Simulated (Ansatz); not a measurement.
**MoS2 monolayer (2H): the cell at rest**

Task: relax MoS2 monolayer (2H) tightly.

Main program and level: Ansatz 0.2.0; DFT PBEsol, scalar-relativistic, plane waves, PAW.

### Step 1. The starting structure

The cell holds 3 atoms: 1 Mo and 2 S. Cell: a = 3.170 Å, b = 3.170 Å, c = 20.000 Å, α = 90.0°, β = 90.0°, γ = 120.0°. Vacuum lies along c.

As a file:

```cif
data_structure
_symmetry_space_group_name_H-M 'P 1'
_symmetry_Int_Tables_number 1
_cell_length_a 3.1700
_cell_length_b 3.1700
_cell_length_c 20.0000
_cell_angle_alpha 90.000
_cell_angle_beta 90.000
_cell_angle_gamma 120.000
_cell_volume 174.05
loop_
_atom_site_label
_atom_site_type_symbol
_atom_site_fract_x
_atom_site_fract_y
_atom_site_fract_z
_atom_site_occupancy
Mo1 Mo 0.33333 0.66667 0.50000 1
S2 S 0.66667 0.33333 0.57750 1
S3 S 0.66667 0.33333 0.42250 1
```

### Step 2. A coarse first look

First a cheap look: the gap decides the mesh and the occupations, the pressure tells how far the cell has to move.

The program solves this slab on a cell height of its own, 30.0 Å, in place of the one typed.

Contents of input.yaml:

```yaml
crystal:
  lattice:
    - [3.17, 0.0, 0.0]
    - [-1.585, 2.7453, 0.0]
    - [0.0, 0.0, 20.0]
  atoms:
    - { symbol: Mo, position: [0.333333, 0.666667, 0.5] }
    - { symbol: S, position: [0.666667, 0.333333, 0.5775] }
    - { symbol: S, position: [0.666667, 0.333333, 0.4225] }
  periodic: [true, true, false]
kpoints:
  mp_grid: { grid: [6, 6, 1] }
hamiltonian:
  xc: pbesol
scf:
  occupations: { method: gaussian, width: 0.1 }
output:
  forces: true
  stress: true
  eigenvalues: true
```

The run is started by

```bash
$ ansatz run input.yaml --threads 8 --pin off --max-ram 14336MiB --backend cpu --events-out ev --progress --plain --runs-dir out
```

Numbers of over 12 decimals in the logs are rounded to 6 here.

Log:

```text
[...]
--- Band table (eV; the first three rows and the last of 7) ---
  k-point 0: bands = [... 9 lower, -7.7404, -7.5188, -7.5188, -5.9660, -3.1745, -3.1745, -2.8768, -2.8768]
  k-point 1: bands = [... 9 lower, -8.2418, -8.0773, -7.0322, -6.2611, -3.6218, -3.3757, -3.2821, -2.5596]
  k-point 2: bands = [... 9 lower, -8.8850, -7.5724, -7.3662, -6.9789, -3.7214, -3.5981, -2.5462, -1.7940]
  k-point 6: bands = [... 9 lower, -9.5517, -8.8790, -8.1007, -6.0107, -4.3137, -2.8895, -2.3477, -1.0055]
[key lines of the parts left out:]
SCF converged after 7 iterations
Free energy (F): -6670.132606 eV
Fermi energy:    -5.141935 eV
P = ½ c Tr σ = -1.6445 N/m
```

It took 2.8 s on 8 threads of Arm Neoverse V1, shared host; peak memory 0.53 GiB.

A gap read on the k-mesh alone can miss the band edges.

This step gave:

```
gap on the k-mesh  : 1.652 eV
direct gap on mesh : 1.697 eV
area per atom      : 2.901 Å²
```

The coarse mesh shows a gap of 1.65 eV.

### Step 3. Relaxation

Harmonic phonons are second derivatives at a point where the forces vanish, and they are wanted at zero stress, so atoms and cell are relaxed first.

The program solves this slab on a cell height of its own, 30.0 Å, in place of the one typed.

input.yaml, the sections that differ from step 2:

```yaml
kpoints:
  mp_grid: { grid: [12, 12, 1] }
scf:
  occupations: { method: gaussian, width: 0.02 }
output:
  forces: true
  stress: true
  eigenvalues: true
  write_density: true
  write_potential: true
  elf: true
  volumetric_format: npy
relax:
  adjacent_minimum: "off"
  f_tol: 0.005
  max_steps: 80
  cell: { stress_2d_tol: 0.02 }
# crystal, hamiltonian: as in step 2
```

Log:

```text
[...]
Crystal: 3 atoms, lattice volume = 261.078 Å³
Basis set: ecut = 420 eV, 5057 PW (Γ), exchange–correlation on 48×48×432 points (8 copies of the dense FFT grid, shifted against one another)
Bands: 17, of which v1, the nominal top of the filled ones, is band 13 counted from 1 (12 counted from 0)
Symmetry: 12 space group operations
[...]
k-points: 19 of 144 (time reversal used)
[...]
SCF iter   1: F=—  HF=-6670.130702 eV  |F-HF|=—  |Δ(HF+E_count)|=         —  Δρ=3.27e-3  dr2=3.50e-2  ethr=1.77e-3  ⟨swp⟩=15.2  Hψ=3424  notcnv=0
[...]
SCF iter   7: F=-6670.134078 eV  HF=-6670.134077 eV  |F-HF|=4.73e-8  |Δ(HF+E_count)|=   1.49e-7  Δρ=2.96e-6  dr2=8.19e-9  ethr=3.85e-10  ⟨swp⟩=19.3  Hψ=3904  notcnv=0
SCF 1 converged in 7 iterations: F = -6670.134078 eV  dr2 = 8.19e-9
[...]
relax step   1: F+E_penalty+E_count = -6670.13407753 eV  Δ(F+E_penalty+E_count) = +0.000e0 eV  max|allowed force component| = 3.295e-2 eV/Å  Δτ_max = 0.0000 Å  P = -1.642 N/m  Ω = 261.078 Å³  fix = [c, alpha, beta]  reactions: c -0.000 N/m  (7 SCF iters, dr2 threshold 1.00e-7 eV, accepted)
Crystal: 3 atoms, lattice volume = 254.509 Å³
Basis set: ecut = 420 eV, 4925 PW (Γ), exchange–correlation on 48×48×432 points (8 copies of the dense FFT grid, shifted against one another)
[...]
iter 1 solved again at ethr=1.52e-5 eV; its pass at ethr=3.10e-3 eV (dr2=3.96e-3 eV) is discarded
[...]
SCF iter   8: F=-6670.140382 eV  HF=-6670.140382 eV  |F-HF|=2.99e-8  |Δ(HF+E_count)|=   1.06e-7  Δρ=5.59e-6  dr2=4.17e-8  ethr=1.15e-9  ⟨swp⟩=18.3  Hψ=3733  notcnv=0
SCF 2 converged in 8 iterations: F = -6670.140382 eV  dr2 = 4.17e-8
relax step   2: F+E_penalty+E_count = -6670.14038179 eV  Δ(F+E_penalty+E_count) = -6.304e-3 eV  max|allowed force component| = 1.262e-1 eV/Å  Δτ_max = 0.0186 Å  P = +0.337 N/m  Ω = 254.509 Å³  energy of the carried Pulay correction = +1.070e-4 eV  fix = [c, alpha, beta]  reactions: c +0.000 N/m  (8 SCF iters, dr2 threshold 3.00e-7 eV, accepted)
Crystal: 3 atoms, lattice volume = 256.211 Å³
Basis set: ecut = 420 eV, 4961 PW (Γ), exchange–correlation on 48×48×432 points (8 copies of the dense FFT grid, shifted against one another)
[...]
SCF iter   6: F=-6670.142198 eV  HF=-6670.142198 eV  |F-HF|=1.99e-8  |Δ(HF+E_count)|=   7.33e-9  Δρ=3.11e-6  dr2=2.75e-8  ethr=1.15e-9  ⟨swp⟩=18.4  Hψ=3800  notcnv=0
SCF 3 converged in 6 iterations: F = -6670.142198 eV  dr2 = 2.75e-8
relax step   3: F+E_penalty+E_count = -6670.14219795 eV  Δ(F+E_penalty+E_count) = -1.816e-3 eV  max|allowed force component| = 3.273e-2 eV/Å  Δτ_max = 0.0118 Å  P = +0.078 N/m  Ω = 256.211 Å³  energy of the carried Pulay correction = +7.905e-5 eV  fix = [c, alpha, beta]  reactions: c +0.000 N/m  (6 SCF iters, dr2 threshold 3.00e-7 eV, accepted)
[...]
relax step   4: F+E_penalty+E_count = -6670.14225274 eV  Δ(F+E_penalty+E_count) = -5.479e-5 eV  max|allowed force component| = 1.004e-4 eV/Å  Δτ_max = 0.0016 Å  P = +0.001 N/m  Ω = 256.241 Å³  energy of the carried Pulay correction = +7.855e-5 eV  fix = [c, alpha, beta]  reactions: c +0.000 N/m  (5 SCF iters, dr2 threshold 6.70e-8 eV, accepted)
[...]
SCF iter   7: F=-6670.142174 eV  HF=-6670.142174 eV  |F-HF|=2.55e-11  |Δ(HF+E_count)|=  2.18e-11  Δρ=1.99e-8  dr2=1.24e-12  ethr=1.00e-12  ⟨swp⟩=10.6  Hψ=2241  notcnv=0
SCF 5 converged in 7 iterations: F = -6670.142174 eV  dr2 = 1.24e-12
relax step   5: F+E_penalty+E_count = -6670.14217419 eV  Δ(F+E_penalty+E_count) = +7.855e-5 eV  max|allowed force component| = 5.350e-5 eV/Å  Δτ_max = 0.0000 Å  P = +0.001 N/m  Ω = 256.241 Å³  fix = [c, alpha, beta]  reactions: c +0.000 N/m  stress off target by 8.61e-4 N/m on what of the cell is left free  SCF on the basis re-selected at this cell (its energy is not comparable with the rows above)  (7 SCF iters)
basis re-selected at this cell: Δ(F+E_penalty+E_count) = +7.855e-5 eV, ΔP = -0.000 N/m vs the last step (what re-selecting the basis moved, of the pressure what is left beyond the Pulay correction that the steps carried, after the strain that the cell walked since its last selection, with what the two solves' SCF thresholds leave and, on support functions, any second-order correction that the steps lacked; it is no m [...]
SCF converged after 7 iterations
Free energy (F): -6670.142174 eV
[...]
Internal energy: -6670.142174 eV  (E = F + TS)
E sigma→0 (E₀):  -6670.142174 eV
Fermi energy:    -5.065361 eV
[...]
--- Forces (eV/Å), atoms counted from 1 ---
  atom   1  Mo     0.00000000    -0.00000000     0.00000000
  atom   2  S      0.00000000    -0.00000000    -0.00005350
  atom   3  S     -0.00000000    -0.00000000     0.00005350
  max |Σ_I F_I| component: 1.57e-16 eV/Å
--- 2D stress c σ (N/m, compression-positive) ---
        0.000861       0.000000      -0.000000
       -0.000000       0.000861       0.000000
       -0.000000       0.000000       0.000000
  P = ½ c Tr σ = 0.0009 N/m
--- Band table (eV; the first three rows and the last of 19) ---
  k-point 0: bands = [... 9 lower, -7.8161, -7.4269, -7.4269, -6.0406, -3.0715, -3.0715, -2.7949, -2.7949]
  k-point 1: bands = [... 9 lower, -8.2929, -7.5998, -7.1150, -6.0835, -3.2189, -3.1069, -2.9204, -2.8818]
  k-point 2: bands = [... 9 lower, -8.1509, -8.0052, -7.0303, -6.3011, -3.6042, -3.2856, -3.2093, -2.4507]
  k-point 18: bands = [... 9 lower, -9.5309, -8.9141, -8.1440, -5.9686, -4.1621, -2.9128, -2.2535, -0.8391]
--- Relaxed structure (4 steps of the walk, 4 accepted, 1 SCFs on fresh bases) ---
  F+E_penalty+E_count = -6670.14217419 eV   max|allowed force component| = 5.350e-5 eV/Å   (the final SCF, on the basis selected at the relaxed cell)
  cell:  # Å, volume = 256.2409 Å³
    - [3.140496, 0, 0]
    - [-1.570248, 2.719750, 0]
    - [0, 0, 30.0]
  atoms:
    - { symbol: Mo, position: [0.333333, 0.666667, 0.333333] }
    - { symbol: S, position: [0.666667, 0.333333, 0.385280] }
    - { symbol: S, position: [0.666667, 0.333333, 0.281387] }
```

Elapsed: 11 s, on 8 threads; peak memory 0.67 GiB.

Relaxation path:

| step | energy less that of the first step (eV) | largest force component (eV/Å) | volume (Å³) |
| --- | --- | --- | --- |
| 1 | 0.0000 | 0.0330 | 261.08 |
| 2 | -0.0063 | 0.1262 | 254.51 |
| 3 | -0.0081 | 0.0327 | 256.21 |
| 4 | -0.0082 | 0.0001 | 256.24 |
| 5* | -0.0081 | 0.0001 | 256.24 |

Relaxation steps marked * repeat the geometry before them on a plane-wave basis chosen anew for their cell, so energy and pressure can jump there.

The run keeps the 12 symmetry operations that it works with, so distortions that break them were not tested.

```
cell as run  before  after  change
      a (Å)   3.170  3.140  -0.9 %
      b (Å)   3.170  3.140  -0.9 %
```

Final coordinates:

```xyz
3
Lattice="3.1405 0.0000 0.0000 -1.5702 2.7197 0.0000 0.0000 0.0000 30.0000" Properties=species:S:1:pos:R:3
Mo    0.0000    1.8132   10.0000
S     1.5702    0.9066   11.5584
S     1.5702    0.9066    8.4416
```

This step gave:

- gap on the k-mesh: 1.806 eV
- direct gap on mesh: 1.806 eV
- area per atom: 2.847 Å²

Electrostatic potential energy in the ac plane at fractional y = 0.333, with atoms of S within 0.2 Å of it. With pseudopotentials it is smooth inside the atoms' cores, unlike the true potential.

Ten even steps from '_' (-32 eV) to '@' (0 eV), each cell a mean:
```
@@@@@@@@@@@@@@@@@@@@@@@@@@@@@@@@
@@@@@@@@@@@@@@@@@@@@@@@@@@@@@@@@
@@@@@@@@@@@@@@@@@@@@@@@@@@@@@@@@
@@@@@@@@@@@@@@@@@@@@@@@@@@@@@@@@
@@@@@@@@@@@@@@@@@@@@@@@@@@@@@@@@
@@@@@@@@@@@@@@@@@@@@@@@@@@@@@@@@
@@@@@@@@@@@@@@@@@@@@@@@@@@@@@@@@
@@@@@@@@@@@@@@@@@@@@@@@@@@@@@@@@
@@@@@@@@@@@@@@@@@@@@@@@@@@@@@@@@
@@@@@@@@@@@@@@@@@@@@@@@@@@@@@@@@
@@@@@@@@@@@@@@@@@@@@@@@@@@@@@@@@
@@@@@@@@@@@@@@@@@@@@@@@@@@@@@@@@
@@@@@@@@@@@@@@@@@@@@@@@@@@@@@@@@
@@@@@@@@@@@@@@@@@@@@%%%%@@@@@@@@
##%%@@@@%%%%**::____________..++
**++====++++****++++++++++++****
******++******++==--------==++**
%%%%@@@@@@%%##==::..........--**
@@@@@@@@@@@@@@@@@@@@@@@@@@@@@@@@
@@@@@@@@@@@@@@@@@@@@@@@@@@@@@@@@
@@@@@@@@@@@@@@@@@@@@@@@@@@@@@@@@
@@@@@@@@@@@@@@@@@@@@@@@@@@@@@@@@
@@@@@@@@@@@@@@@@@@@@@@@@@@@@@@@@
@@@@@@@@@@@@@@@@@@@@@@@@@@@@@@@@
```
Columns run along a (3.1 Å; values clipped at the 3rd and 97th percentile), rows up along c (30.0 Å). Atoms in or near the plane, at fractional coordinates: S at (0.67, 0.39), S at (0.67, 0.28).

ELF in the ac plane at fractional y = 0.333, with atoms of S within 0.2 Å of it. It is the smooth field of the valence electrons, not physical close to the nuclei.

Ten even steps from '0' (0.00) to '9' (0.85), each cell a mean:
```
0000000000000000
0000000000000000
0000000000000000
0000000000000000
0000000000000000
0000000000000000
0000000000000000
0000000000000000
0000000000000000
0000000000000000
0000000000000000
0000000000000000
0000000001111000
2000024689999875
7411369997546899
3322334555555654
4322245676556665
7411369997667999
2000013567887764
0000000000000000
0000000000000000
0000000000000000
0000000000000000
0000000000000000
```
Columns run along a (3.1 Å), rows up along c (30.0 Å). Atoms in or near the plane, at fractional coordinates: S at (0.67, 0.39), S at (0.67, 0.28).

Valence density in the ac plane at fractional y = 0.333, with atoms of S within 0.2 Å of it. It is the smooth field of the valence electrons, not physical close to the nuclei.

Ten even steps from '0' (0.0 e/Å³) to '9' (1.0 e/Å³), each cell a mean:
```
0000000000000000
0000000000000000
0000000000000000
0000000000000000
0000000000000000
0000000000000000
0000000000000000
0000000000000000
0000000000000000
0000000000000000
0000000000000000
0000000000000000
0000000000000000
0000000011111100
3211124799768985
4455544456666554
4444444567667765
2111124688768874
0000000000000000
0000000000000000
0000000000000000
0000000000000000
0000000000000000
0000000000000000
```
Columns run along a (3.1 Å), rows up along c (30.0 Å). Atoms in or near the plane, at fractional coordinates: S at (0.67, 0.39), S at (0.67, 0.28).

### Step 4. Relaxation

The relaxation is repeated from its end on the same settings, as a check that it has come to rest.

input.yaml, the sections that differ from step 3:

```yaml
crystal:
  lattice:
    - [3.1404963714, 0.0, 0.0]
    - [-1.5702481857, 2.7197496381, 0.0]
    - [0.0, 0.0, 30.0]
  atoms:
    - { symbol: Mo, position: [0.3333333333, 0.6666666667, 0.3333333333] }
    - { symbol: S, position: [0.6666666667, 0.3333333333, 0.3852798264] }
    - { symbol: S, position: [0.6666666667, 0.3333333333, 0.2813868402] }
  periodic: [true, true, false]
# kpoints, hamiltonian, scf, output, relax: as in step 3
```

Log:

```text
[...]
Crystal: 3 atoms, lattice volume = 256.241 Å³
Basis set: ecut = 420 eV, 4961 PW (Γ), exchange–correlation on 48×48×432 points (8 copies of the dense FFT grid, shifted against one another)
Bands: 17, of which v1, the nominal top of the filled ones, is band 13 counted from 1 (12 counted from 0)
Symmetry: 12 space group operations
[...]
--- Relaxed structure (1 steps of the walk, 1 accepted, 1 SCFs on fresh bases) ---
[...]
cell:  # Å, volume = 256.2409 Å³
    - [3.140496, 0.0, 0.0]
    - [-1.570248, 2.719750, 0.0]
    - [0.0, 0.0, 30.0]
  atoms:
    - { symbol: Mo, position: [0.333333, 0.666667, 0.333333] }
    - { symbol: S, position: [0.666667, 0.333333, 0.385280] }
    - { symbol: S, position: [0.666667, 0.333333, 0.281387] }
[key lines of the parts left out:]
SCF converged after 7 iterations
Free energy (F): -6670.142174 eV
Fermi energy:    -5.065361 eV
P = ½ c Tr σ = 0.0009 N/m
```

Wall time 5.1 s (8 threads); peak memory 0.65 GiB.

Little changed from the start: no atom moved by 0.005 Å and no cell edge by 0.1 %.

Electrostatic potential energy in the ac plane at fractional y = 0.333, with atoms of S within 0.2 Å of it. With pseudopotentials it is smooth inside the atoms' cores, unlike the true potential.

Values in eV, 24 rows by 16 columns, each cell a mean:
```
  0   0   0   0   0   0   0   0   0   0   0   0   0   0   0   0
  0   0   0   0   0   0   0   0   0   0   0   0   0   0   0   0
  0   0   0   0   0   0   0   0   0   0   0   0   0   0   0   0
  0   0   0   0   0   0   0   0   0   0   0   0   0   0   0   0
  0   0   0   0   0   0   0   0   0   0   0   0   0   0   0   0
  0   0   0   0   0   0   0   0   0   0   0   0   0   0   0   0
  0   0   0   0   0   0   0   0   0   0   0   0   0   0   0   0
  0   0   0   0   0   0   0   0   0   0   0   0   0   0   0   0
  0   0   0   0   0   0   0   0   0   0   0   0   0   0   0   0
  0   0   0   0   0   0   0   0   0   0   0   0   0   0   0   0
  0   0   0   0   0   0   0   0   0   0   0   0   0   0   0   0
  0   0   0   0   0   0   0   0   0   0   0   0   0   0   0   0
  0   0   0   0   0   0   0   0   0   0   0   0   0   0   0   0
 -1  -1   0   0  -1  -1  -1  -1  -2  -3  -3  -3  -3  -2  -2  -1
 -7  -4  -3  -3  -3  -6 -11 -23 -30 -32 -32 -32 -32 -30 -26 -14
-12 -14 -17 -17 -16 -13 -11 -11 -13 -15 -16 -16 -15 -14 -11 -10
-10 -12 -13 -13 -12 -11 -11 -14 -17 -20 -21 -21 -20 -18 -15 -11
 -6  -3  -2  -2  -3  -5  -9 -19 -25 -28 -29 -29 -29 -26 -22 -12
  0   0   0   0   0   0  -1  -1  -1  -1  -1  -1  -1  -1  -1  -1
  0   0   0   0   0   0   0   0   0   0   0   0   0   0   0   0
  0   0   0   0   0   0   0   0   0   0   0   0   0   0   0   0
  0   0   0   0   0   0   0   0   0   0   0   0   0   0   0   0
  0   0   0   0   0   0   0   0   0   0   0   0   0   0   0   0
  0   0   0   0   0   0   0   0   0   0   0   0   0   0   0   0
```
Columns run along a (3.1 Å; values clipped at the 3rd and 97th percentile), rows up along c (30.0 Å). Atoms in or near the plane, at fractional coordinates: S at (0.67, 0.39), S at (0.67, 0.28).

ELF in the ac plane at fractional y = 0.333, with atoms of S within 0.2 Å of it. It is the smooth field of the valence electrons, not physical close to the nuclei.

Ten even steps from '0' (0.00) to '9' (0.85), each cell a mean:
```
0000000000000000
0000000000000000
0000000000000000
0000000000000000
0000000000000000
0000000000000000
0000000000000000
0000000000000000
0000000000000000
0000000000000000
0000000000000000
0000000000000000
0000000001111000
2000024689999875
7411369997546899
3322334555555654
4322245676556665
7411369997667999
2000013567887764
0000000000000000
0000000000000000
0000000000000000
0000000000000000
0000000000000000
```
Columns run along a (3.1 Å), rows up along c (30.0 Å). Atoms in or near the plane, at fractional coordinates: S at (0.67, 0.39), S at (0.67, 0.28).

(Part 1 of 2 ends here.)

[Logs are printed without paths, hosts, clocks, repeated set-up lines and the standing remarks that a program may print on its own settings, such as how far it seeks lower states.]

[Hosts, paths, dates, database ids (printed as entryN), source tags and the programs' standing remarks are cut or masked in the printed files.]
